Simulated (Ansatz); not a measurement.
# Rh(111) film, 1 layer, flat: channels in plane against thickness

Wanted: in-plane conductance by layer count, from Rh(111) film, 1 layer, flat.

Method: Ansatz plane-wave DFT, PBE, PAW files; ballistic transport by layer matching (Landauer), zero bias, in Ansatz 0.2.0.

## Step 1: The structure

The cell holds 2 atoms: 2 Rh. Cell: a = 11.000 Å, b = 2.689 Å, c = 4.658 Å, α = 90.0°, β = 90.0°, γ = 90.0°. It derives from Rh. Vacuum lies along a. The structure's axis is c.

## Step 2: With 1 layer

Vacuum lies along the first vector, which takes one k-point, and the current runs in the film's plane. One period is a perfect wire, so its channels are the result. Energies from -0.27 to 0.27 eV in steps of 0.036 eV cover the slope of the Fermi function at 300 K, so the program can form a conductance.

The input, input.yaml:

```yaml
crystal:
  lattice:
    - [11.0, 0.0, 0.0]
    - [0.0, 2.6891977995, 0.0]
    - [0.0, 0.0, 4.6578272204]
  atoms:
    - { symbol: Rh, position: [0.4090909091, 0.0, 0.0] }
    - { symbol: Rh, position: [0.4090909091, 0.5, 0.5] }
kpoints:
  mp_grid: { grid: [1, 15, 9] }
hamiltonian:
  xc: pbe
scf:
  occupations: { method: fermi_dirac, width: 0.1 }
output:
  transmission:
    leads: [[0, 0]]
    kmesh: [1, 46]
    e_range: [-0.27, 0.27]
    de: 0.036
```

Command:

```sh
> ansatz run input.yaml --threads 4 --pin off --max-ram 8192MiB --backend cpu --events-out ev --progress --plain --runs-dir out
```

Numbers of over 12 decimals in the logs are rounded to 6 here.

What it wrote:

```text
Engine: ansatz 0.2.0, aarch64-unknown-linux-gnu
Pseudopotentials: kind: paw
Pseudopotential: Rh, paw, valence charge 17, recommended cutoff 420 eV (normal), Rh.paw.azcp
Functional definition: PBE
  parameter kappa = 0.804
  parameter beta = 0.066725
  exchange = pbe_x(kappa = kappa, mu = beta*pi^2/3)
  correlation = pbe_c(beta = beta)
Crystal: 2 atoms, lattice volume = 137.784 Å³
Basis set: ecut = 420 eV, 2675 PW (Γ)
Bands: 21, of which v1, the nominal top of the filled ones, is band 17 counted from 1 (16 counted from 0)
Symmetry: 16 space group operations
Space group: P6/mmm (ITA 191), of the structure as read, at distance tolerance 5.2e-5 Å
k-points: 40 of 135
Non-local potential: Rh, projectors of the file, l = 0: 3, l = 1: 2, l = 2: 2, l = 3: 1
PAW form: soft (Blöchl's): semilocal exchange-correlation on the pseudo side does not see the compensation charge
PAW one-centre angular grid: Rh, 590 points (default); XC on 64 Gauss nodes
Initial density: superposition of atomic densities (neutral atoms: chi_scale 0, normalization atom), corrected by the library's trained network
Initial wavefunctions: pseudopotential atomic-orbital guess
Functional: x = pbe(κ = 0.804, μ = 0.219515), c = pbe(β = 0.066725)
SCF iter   1: F=—  HF=-12802.214215 eV  |F-HF|=—  |Δ(HF+E_count)|=         —  Δρ=5.00e-3  dr2=3.90e-2  ethr=1.77e-3  ⟨swp⟩=6.1  Hψ=3825  notcnv=0
preconditioner: auto → LDOS  [metal: Δε(μ)=0.011 eV  Ē_g=4.497 eV  σ=0.100 eV  W_gap=0.03  n_scr=16 (ndim 8)  ℏωp=13.4 eV  f_vac=0.631  D(μ)=8.38/eV (n_scr^D=92)  β→1.0]
SCF iter   2: F=—  HF=-12802.211867 eV  |F-HF|=—  |Δ(HF+E_count)|=   2.35e-3  Δρ=3.07e-3  dr2=8.05e-3  ethr=1.15e-4  ⟨swp⟩=2.8  Hψ=1978  notcnv=0
SCF iter   3: F=—  HF=-12802.211332 eV  |F-HF|=—  |Δ(HF+E_count)|=   5.35e-4  Δρ=1.02e-3  dr2=1.88e-3  ethr=2.37e-5  ⟨swp⟩=2.3  Hψ=1505  notcnv=0
SCF iter   4: F=—  HF=-12802.211153 eV  |F-HF|=—  |Δ(HF+E_count)|=   1.78e-4  Δρ=3.97e-4  dr2=2.30e-4  ethr=5.54e-6  ⟨swp⟩=2.4  Hψ=1178  notcnv=0
SCF iter   5: F=—  HF=-12802.211162 eV  |F-HF|=—  |Δ(HF+E_count)|=   8.29e-6  Δρ=2.68e-4  dr2=5.98e-5  ethr=6.76e-7  ⟨swp⟩=2.1  Hψ=1233  notcnv=0
SCF iter   6: F=—  HF=-12802.211143 eV  |F-HF|=—  |Δ(HF+E_count)|=   1.88e-5  Δρ=2.65e-5  dr2=8.80e-7  ethr=1.76e-7  ⟨swp⟩=2.0  Hψ=1097  notcnv=0
SCF iter   7: F=-12802.211143 eV  HF=-12802.211143 eV  |F-HF|=5.33e-8  |Δ(HF+E_count)|=   3.02e-7  Δρ=8.42e-6  dr2=8.68e-8  ethr=2.94e-10  ⟨swp⟩=3.2  Hψ=3345  notcnv=0
SCF 1 converged in 7 iterations: F = -12802.211143 eV  dr2 = 8.68e-8
  greatest PAW one-centre occupation: 1.000 electrons in one spin orbital (limit 2), on the Rh atom at site 1 (counted from 0), in its partial waves of l = 0
transmission: 24 of 192 steps passed
transmission: 40 of 192 steps passed
[...]
transmission: 192 of 192 steps passed
SCF converged after 7 iterations
Free energy (F): -12802.211143 eV
Harris-Foulkes:  -12802.211143 eV  (|F-HF|=5.33e-8)
Internal energy: -12801.947005 eV  (E = F + TS)
E sigma→0 (E₀):  -12802.079074 eV
Entropy (-TS):   -0.264138 eV (-132.069 meV/atom)
Fermi energy:    -0.278155 eV
--- Per-component energies (eV) ---
  E_band       = -899.294513
  E_kinetic    = 1137.935168
  E_local      = -14693.227047  (includes V_loc(G=0)·N_el)
  E_nonlocal   = 715.580048
  E_hartree    = 6516.766937
  E_xc         = -437.060322
  E_vxc        = -547.722396  (∫ρ·V_xc dr)
  E_paw        = -7175.840622  (= ΣΔE_a)
  E_vpaw       = -545.421622  (= ΣTr[D̂ρ^β])
  E_aug_tail   = 0.001758  (compensation charges beyond the density's cutoff)
  E_ewald      = 1133.897075
  E_smearing   = -0.264138  (= −TS)
  E_closure    = 0.000000  (closes the sum)
  Σ components = -12802.211143   (vs F -12802.211143, Δ=0.00e0)
--- Band table (eV; the first three rows and the last of 40) ---
  k-point 0: bands = [... 13 lower, -1.6751, -0.4141, -0.3964, 0.2023, 0.2031, 1.2172, 1.6098, 3.2919]
  k-point 1: bands = [... 13 lower, -1.6329, -0.4748, -0.3793, -0.0681, 0.1840, 1.0861, 1.9054, 2.6847]
  k-point 2: bands = [... 13 lower, -1.5080, -0.6585, -0.5886, -0.3296, 0.1294, 0.7249, 1.4623, 2.5108]
  k-point 39: bands = [... 13 lower, -0.4438, -0.4147, -0.3916, 0.9771, 1.1361, 2.9933, 3.5339, 8.1512]
--- Transmission ---
  basis      : 261 plane waves across, 8 finite elements along
  points     : 24, standing for a mesh of 1 x 46
  filling    : by the input's occupations and mesh, since the crystals that have channels conduct as metals do. If one of these is a semiconductor, that mesh has misplaced its level
  energies   : 16 from -0.270000 to 0.270000 eV about the Fermi level, 0.036000 eV apart; the leads are filled to 0.000000 eV, and channels, transmission and decay are at 0.018000 eV
  crystal 0  : Rh2, at the sites [0, 0], period 4.6578 Å: whole cells are its period
    offset         : up to 0.0000 Å between an atom of the period and one for which it stands
    filled         : 41.4 meV over the level at which it is neutral
    channels       : 2.782609e0 a spin
    conductance    : 7.3973e14 S/m² at 300 K; may be off by some 0.0 % by where its bands' edges are placed, 4.6 % from the k-mesh, 7.3 % from the distance to neutral
```

It took 4.3 min on 4 threads of Arm Neoverse V2, shared host; peak memory 0.86 GiB; 15 min of CPU time.

The column dr2 measures how far the density is from self-consistency, as an energy; F and HF (Harris–Foulkes) agree once it is small.

This step gave:

```yaml
free_energy: -12802.2111 eV
energy_at_zero_smearing: -12802.0791 eV
fermi_energy: -0.2782 eV
cell_area: 29.58 Å²
estimated_errors_of_the_lead_s_conductance: 0, 4.6, 7.3 % (band edges, k-mesh, distance from neutral)
lead_conductance_per_cell: 2.824 G₀
```

Per spin. Table of open channels, zone mean, lead by energy, zero at the Fermi level:

| energy (eV) | open channels, zone mean, lead |
| --- | --- |
| -0.270 | 3.48 |
| -0.234 | 3.52 |
| -0.198 | 3.52 |
| -0.162 | 3.61 |
| -0.126 | 3.24 |
| -0.090 | 3.35 |
| -0.054 | 3.17 |
| -0.018 | 2.83 |
| 0.018 | 2.78 |
| 0.054 | 2.52 |
| 0.090 | 2.39 |
| 0.126 | 2.30 |
| 0.162 | 2.35 |
| 0.198 | 2.39 |
| 0.234 | 2.22 |
| 0.270 | 2.17 |

The program's largest error estimate for it is 7.3 %, from the distance from the neutral level.

## Step 3: With 2 layers, thickness 4.391 A

The film grows to 2 layers.

System of this step: Rh(111) film, 2 layers, flat. The cell holds 4 atoms: 4 Rh. Cell: a = 13.196 Å, b = 2.689 Å, c = 4.658 Å, α = 90.0°, β = 90.0°, γ = 90.0°. It derives from Rh. Vacuum lies along a. The structure's axis is c.

input.yaml, the sections that differ from step 2:

```yaml
crystal:
  lattice:
    - [13.1957208088, 0.0, 0.0]
    - [0.0, 2.6891977995, 0.0]
    - [0.0, 0.0, 4.6578272204]
  atoms:
    - { symbol: Rh, position: [0.3410196431, 0.0, 0.0] }
    - { symbol: Rh, position: [0.3410196431, 0.5, 0.5] }
    - { symbol: Rh, position: [0.5074160711, 0.0, 0.3333333333] }
    - { symbol: Rh, position: [0.5074160711, 0.5, 0.8333333333] }
# kpoints, hamiltonian, scf, output: as in step 2
```

What it wrote:

```text
[...]
Crystal: 4 atoms, lattice volume = 165.287 Å³
Basis set: ecut = 420 eV, 3243 PW (Γ)
Bands: 41, of which v1, the nominal top of the filled ones, is band 34 counted from 1 (33 counted from 0)
Symmetry: 8 space group operations
[...]
k-points: 40 of 135
[...]
k-point 39: bands = [... 30 lower, 4.0843, 4.1209, 4.7815, 4.8948, 4.9866, 5.0368, 6.3167, 6.9003, ... 3 higher]
--- Transmission ---
  basis      : 317 plane waves across, 10 finite elements along
  points     : 24, standing for a mesh of 1 x 46
[...]
crystal 0  : Rh4, at the sites [0, 0], period 4.6578 Å: whole cells are its period
[...]
filled         : 4.3 meV under the level at which it is neutral
    channels       : 2.804348e0 a spin
[...]
[key lines of the parts left out:]
SCF converged after 8 iterations
Free energy (F): -25608.500858 eV
Fermi energy:    3.999394 eV
```

It took 11 min on 4 threads; peak memory 1.1 GiB.

This step gave:

* free energy: -25608.5009 eV
* energy at zero smearing: -25608.3769 eV
* Fermi energy: 3.999 eV
* cell area: 35.49 Å²
* estimated errors of the lead's conductance: 0, 4.7, 0.7 % (band edges, k-mesh, distance from neutral)
* lead conductance per cell: 3.031 G₀

Per spin. Open channels, zone mean, lead against energy, zero at the Fermi level:

| energy (eV) | open channels, zone mean, lead |
| --- | --- |
| -0.270 | 3.33 |
| -0.234 | 3.11 |
| -0.198 | 3.24 |
| -0.162 | 3.11 |
| -0.126 | 3.24 |
| -0.090 | 3.28 |
| -0.054 | 3.33 |
| -0.018 | 3.24 |
| 0.018 | 2.80 |
| 0.054 | 2.80 |
| 0.090 | 2.89 |
| 0.126 | 2.80 |
| 0.162 | 3 |
| 0.198 | 2.96 |
| 0.234 | 3.09 |
| 0.270 | 3.39 |

The lead conductance per cell is 3.03 G₀, 7.3 % over the 2.82 G₀ of the last finished run, no more than the error estimates, leads' steps apart, of 7.3 and 4.7 % together.

## Step 4: With 3 layers, thickness 6.587 A

The film grows to 3 layers.

System of this step: Rh(111) film, 3 layers, flat. The cell holds 6 atoms: 6 Rh. Its edges and angles: a = 15.391 Å, b = 2.689 Å, c = 4.658 Å, α = 90.0°, β = 90.0°, γ = 90.0°. It derives from Rh. Vacuum lies along a. The structure's axis is c.

input.yaml, the sections that differ from step 3:

```yaml
crystal:
  lattice:
    - [15.3914416175, 0.0, 0.0]
    - [0.0, 2.6891977995, 0.0]
    - [0.0, 0.0, 4.6578272204]
  atoms:
    - { symbol: Rh, position: [0.2923702738, 0.0, 0.0] }
    - { symbol: Rh, position: [0.2923702738, 0.5, 0.5] }
    - { symbol: Rh, position: [0.435028828, 0.0, 0.3333333333] }
    - { symbol: Rh, position: [0.435028828, 0.5, 0.8333333333] }
    - { symbol: Rh, position: [0.5776873823, 0.0, 0.6666666667] }
    - { symbol: Rh, position: [0.5776873823, 0.5, 0.1666666667] }
# kpoints, hamiltonian, scf, output: as in step 3
```

What it wrote:

```text
[...]
Crystal: 6 atoms, lattice volume = 192.790 Å³
Basis set: ecut = 420 eV, 3765 PW (Γ)
Bands: 62, of which v1, the nominal top of the filled ones, is band 51 counted from 1 (50 counted from 0)
Symmetry: 8 space group operations
[...]
k-points: 40 of 135
[...]
k-point 39: bands = [... 47 lower, 6.9534, 7.1685, 7.2799, 7.5239, 7.6513, 7.6688, 7.6917, 8.5108, ... 7 higher]
--- Transmission ---
  basis      : 371 plane waves across, 12 finite elements along
  points     : 24, standing for a mesh of 1 x 46
[...]
crystal 0  : Rh6, at the sites [0, 0], period 4.6578 Å: whole cells are its period
[...]
filled         : 12.5 meV under the level at which it is neutral
    channels       : 4.782609e0 a spin
[...]
[key lines of the parts left out:]
SCF converged after 7 iterations
Free energy (F): -38414.298381 eV
Fermi energy:    6.693763 eV
```

It took 22 min on 4 threads; peak memory 1.7 GiB.

Numbers from this step:

```yaml
free_energy: -38414.2984 eV
energy_at_zero_smearing: -38414.1168 eV
fermi_energy: 6.694 eV
cell_area: 41.39 Å²
estimated_errors_of_the_lead_s_conductance: 0, 4.2, 0.5 % (band edges, k-mesh, distance from neutral)
lead_conductance_per_cell: 4.779 G₀
```

Per spin. Open channels, zone mean, lead against energy, zero at the Fermi level:

| energy (eV) | open channels, zone mean, lead |
| --- | --- |
| -0.270 | 4.91 |
| -0.234 | 5.04 |
| -0.198 | 5.17 |
| -0.162 | 5.17 |
| -0.126 | 5.17 |
| -0.090 | 5.09 |
| -0.054 | 5 |
| -0.018 | 4.61 |
| 0.018 | 4.78 |
| 0.054 | 4.61 |
| 0.090 | 4.61 |
| 0.126 | 4.70 |
| 0.162 | 4.78 |
| 0.198 | 4.65 |
| 0.234 | 4.78 |
| 0.270 | 4.43 |

The lead conductance per cell is 4.78 G₀, 58 % over the 3.03 G₀ of the last finished run.

## Step 5: The ladder

Times are for 4 threads of Arm Neoverse V2, shared host. The runs compared:

| no. | layers | lead conductance per cell (G₀) | time | memory (GiB) |
| --- | --- | --- | --- | --- |
| 1 | 1 | 2.824 | 4.3 min | 0.86 |
| 2 | 2 | 3.031 | 11 min | 1.1 |
| 3 | 3 | 4.779 | 22 min | 1.7 |

The runs together. The open channels, zone mean by energy, zero at the Fermi level:

| energy (eV) | 1 | 2 | 3 |
| --- | --- | --- | --- |
| -0.270 | 3.48 | 3.33 | 4.91 |
| -0.234 | 3.52 | 3.11 | 5.04 |
| -0.198 | 3.52 | 3.24 | 5.17 |
| -0.162 | 3.61 | 3.11 | 5.17 |
| -0.126 | 3.24 | 3.24 | 5.17 |
| -0.090 | 3.35 | 3.28 | 5.09 |
| -0.054 | 3.17 | 3.33 | 5 |
| -0.018 | 2.83 | 3.24 | 4.61 |
| 0.018 | 2.78 | 2.80 | 4.78 |
| 0.054 | 2.52 | 2.80 | 4.61 |
| 0.090 | 2.39 | 2.89 | 4.61 |
| 0.126 | 2.30 | 2.80 | 4.70 |
| 0.162 | 2.35 | 3 | 4.78 |
| 0.198 | 2.39 | 2.96 | 4.65 |
| 0.234 | 2.22 | 3.09 | 4.78 |
| 0.270 | 2.17 | 3.39 | 4.43 |

## Step 6: With 4 layers, thickness 8.783 A

The film grows to 4 layers.

System of this step: Rh(111) film, 4 layers, flat. The cell holds 8 atoms: 8 Rh. Cell: a = 17.587 Å, b = 2.689 Å, c = 4.658 Å, α = 90.0°, β = 90.0°, γ = 90.0°. It derives from Rh. Vacuum lies along a. The structure's axis is c.

input.yaml, the sections that differ from step 4:

```yaml
crystal:
  lattice:
    - [17.5871624263, 0.0, 0.0]
    - [0.0, 2.6891977995, 0.0]
    - [0.0, 0.0, 4.6578272204]
  atoms:
    - { symbol: Rh, position: [0.2558684506, 0.0, 0.0] }
    - { symbol: Rh, position: [0.2558684506, 0.5, 0.5] }
    - { symbol: Rh, position: [0.3807163797, 0.0, 0.3333333333] }
    - { symbol: Rh, position: [0.3807163797, 0.5, 0.8333333333] }
    - { symbol: Rh, position: [0.5055643089, 0.0, 0.6666666667] }
    - { symbol: Rh, position: [0.5055643089, 0.5, 0.1666666667] }
    - { symbol: Rh, position: [0.6304122381, 0.0, 0.0] }
    - { symbol: Rh, position: [0.6304122381, 0.5, 0.5] }
# kpoints, hamiltonian, scf, output: as in step 4
```

What it wrote:

```text
Engine: ansatz 0.2.0, aarch64-unknown-linux-gnu
Pseudopotentials: kind: paw
Pseudopotential: Rh, paw, valence charge 17, recommended cutoff 420 eV (normal), Rh.paw.azcp
Functional definition: PBE
  parameter kappa = 0.804
  parameter beta = 0.066725
  exchange = pbe_x(kappa = kappa, mu = beta*pi^2/3)
  correlation = pbe_c(beta = beta)
Crystal: 8 atoms, lattice volume = 220.294 Å³
Basis set: ecut = 420 eV, 4321 PW (Γ)
Bands: 82, of which v1, the nominal top of the filled ones, is band 68 counted from 1 (67 counted from 0)
Symmetry: 8 space group operations
Space group: P-3m1 (ITA 164), of the structure as read, at distance tolerance 6.0e-5 Å
k-points: 40 of 135
Non-local potential: Rh, projectors of the file, l = 0: 3, l = 1: 2, l = 2: 2, l = 3: 1
PAW form: soft (Blöchl's): semilocal exchange-correlation on the pseudo side does not see the compensation charge
PAW one-centre angular grid: Rh, 590 points (default); XC on 64 Gauss nodes
Initial density: superposition of atomic densities (neutral atoms: chi_scale 0, normalization atom), corrected by the library's trained network
Initial wavefunctions: pseudopotential atomic-orbital guess
Functional: x = pbe(κ = 0.804, μ = 0.219515), c = pbe(β = 0.066725)
SCF iter   1: F=—  HF=-51220.096745 eV  |F-HF|=—  |Δ(HF+E_count)|=         —  Δρ=3.84e-3  dr2=3.62e-2  ethr=1.77e-3  ⟨swp⟩=8.0  Hψ=14752  notcnv=0  defer=31
preconditioner: auto → LDOS  [metal: Δε(μ)=0.001 eV  Ē_g=5.503 eV  σ=0.100 eV  W_gap=0.00  n_scr=46 (ndim 8)  ℏωp=21.2 eV  f_vac=0.438  D(μ)=13.18/eV (n_scr^D=144)  β→1.0]
SCF iter   2: F=—  HF=-51220.098441 eV  |F-HF|=—  |Δ(HF+E_count)|=   1.70e-3  Δρ=1.78e-3  dr2=5.50e-3  ethr=2.66e-5  ⟨swp⟩=2.3  Hψ=5804  notcnv=0  defer=47
SCF iter   3: F=—  HF=-51220.097818 eV  |F-HF|=—  |Δ(HF+E_count)|=   6.23e-4  Δρ=9.27e-4  dr2=3.17e-3  ethr=4.04e-6  ⟨swp⟩=2.9  Hψ=7189  notcnv=0  defer=47
SCF iter   4: F=—  HF=-51220.097258 eV  |F-HF|=—  |Δ(HF+E_count)|=   5.60e-4  Δρ=4.60e-4  dr2=5.96e-4  ethr=2.33e-6  ⟨swp⟩=2.0  Hψ=4640  notcnv=0  defer=47
SCF iter   5: F=—  HF=-51220.097200 eV  |F-HF|=—  |Δ(HF+E_count)|=   5.82e-5  Δρ=9.84e-5  dr2=3.38e-5  ethr=4.38e-7  ⟨swp⟩=2.7  Hψ=5356  notcnv=0  defer=47
SCF iter   6: F=—  HF=-51220.097567 eV  |F-HF|=—  |Δ(HF+E_count)|=   3.67e-4  Δρ=2.36e-5  dr2=2.02e-6  ethr=2.48e-8  ⟨swp⟩=2.2  Hψ=5038  notcnv=0  defer=47
SCF iter   7: F=—  HF=-51220.097567 eV  |F-HF|=—  |Δ(HF+E_count)|=   3.47e-7  Δρ=6.62e-6  dr2=2.12e-7  ethr=1.48e-9  ⟨swp⟩=2.3  Hψ=5701  notcnv=0  defer=47
SCF iter   8: F=-51220.097567 eV  HF=-51220.097567 eV  |F-HF|=8.50e-9  |Δ(HF+E_count)|=   1.35e-8  Δρ=2.10e-6  dr2=2.08e-8  ethr=7.35e-11  ⟨swp⟩=9.4  Hψ=8744  notcnv=0
SCF 1 converged in 8 iterations: F = -51220.097567 eV  dr2 = 2.08e-8
[...]
transmission: 36 of 288 steps passed
transmission: 60 of 288 steps passed
transmission: 96 of 288 steps passed
WARN: the run was ended behind the SCF: a stop after 108 completed steps of the transmission. The result of record stands; what else was asked for is given out only as far as it was finished by then, or is formed of that. The run will not end as completed
SCF converged after 8 iterations
Free energy (F): -51220.097567 eV
Harris-Foulkes:  -51220.097567 eV  (|F-HF|=8.50e-9)
Internal energy: -51219.659138 eV  (E = F + TS)
E sigma→0 (E₀):  -51219.878353 eV
Entropy (-TS):   -0.438429 eV (-54.804 meV/atom)
Fermi energy:    8.602991 eV
--- Per-component energies (eV) ---
  E_band       = -2520.842379
  E_kinetic    = 4579.351972
  E_local      = -114971.726947  (includes V_loc(G=0)·N_el)
  E_nonlocal   = 2842.703682
  E_hartree    = 54710.629038
  E_xc         = -1769.473443
  E_vxc        = -2220.548696  (∫ρ·V_xc dr)
  E_paw        = -28697.220663  (= ΣΔE_a)
  E_vpaw       = -2171.835248  (= ΣTr[D̂ρ^β])
  E_aug_tail   = 0.006814  (compensation charges beyond the density's cutoff)
  E_ewald      = 32086.070409
  E_smearing   = -0.438429  (= −TS)
  E_closure    = -0.000000  (closes the sum)
  Σ components = -51220.097567   (vs F -51220.097567, Δ=0.00e0)
--- Band table (eV; the first three rows and the last of 40) ---
  k-point 0: bands = [... 64 lower, 8.3800, 8.6148, 8.6161, 8.7279, 8.9265, 8.9617, 9.0658, 9.0670, ... 10 higher]
  k-point 1: bands = [... 64 lower, 8.1690, 8.2731, 8.5453, 8.6135, 8.8058, 8.9251, 9.0714, 9.0741, ... 10 higher]
  k-point 2: bands = [... 64 lower, 7.9346, 8.1049, 8.5141, 8.5678, 8.6095, 8.7405, 8.7785, 8.8826, ... 10 higher]
  k-point 39: bands = [... 64 lower, 9.0629, 9.1222, 9.2797, 9.3102, 9.5413, 9.5762, 9.6086, 9.6483, ... 10 higher]
Error: SIGTERM received: cancelled by the caller after 108 completed steps of the transmission, in an analysis behind the self-consistent cycle: that cycle's result was reported, and what else the deck asks for behind it is given out only as far as it was finished by then, or is formed of that: a resume of the run directory makes the rest
```

Wall time 19 min (4 threads); peak memory 2.2 GiB.

The run was cut off at the time limit after its SCF cycle had converged; no result of it is taken.

The program's message: “Error: SIGTERM received: cancelled by the caller after 108 completed steps of the transmission, in an analysis behind the self-consistent cycle: that cycle's result was reported, and what else the dec …”

## Step 7: Results

```
conductance per cell, 1 layer  : 2.82 G₀
conductance per cell, 2 layers : 3.03 G₀
conductance per cell, 3 layers : 4.78 G₀
```

In words: The conductance per cell width goes from 2.82 G0 at 1 to 4.78 G0 at 3 layers. Over the film's own cross-section (layers × spacing × width) the conductance runs from 3.7 to 2.1×10¹⁵ S/m²; that nominal section leaves out the charge that spills into the vacuum, which flatters the thinnest films. The gains from one thickness to the next are 0.21 and 1.7 G0 per added layer; they differ by more than the error estimates allow, as expected where subbands cross the Fermi level in steps. The film repeats perfectly along the current, so nothing scatters; its faces are clean and not relaxed. Very thin films of this metal can turn magnetic, which an unpolarised run can't show.

[Logs are printed without paths, hosts, clocks, repeated set-up lines and the standing remarks that a program may print on its own settings, such as how far it seeks lower states.]

[Hosts, paths, dates, database ids (printed as entryN), source tags and the programs' standing remarks are cut or masked in the printed files.]
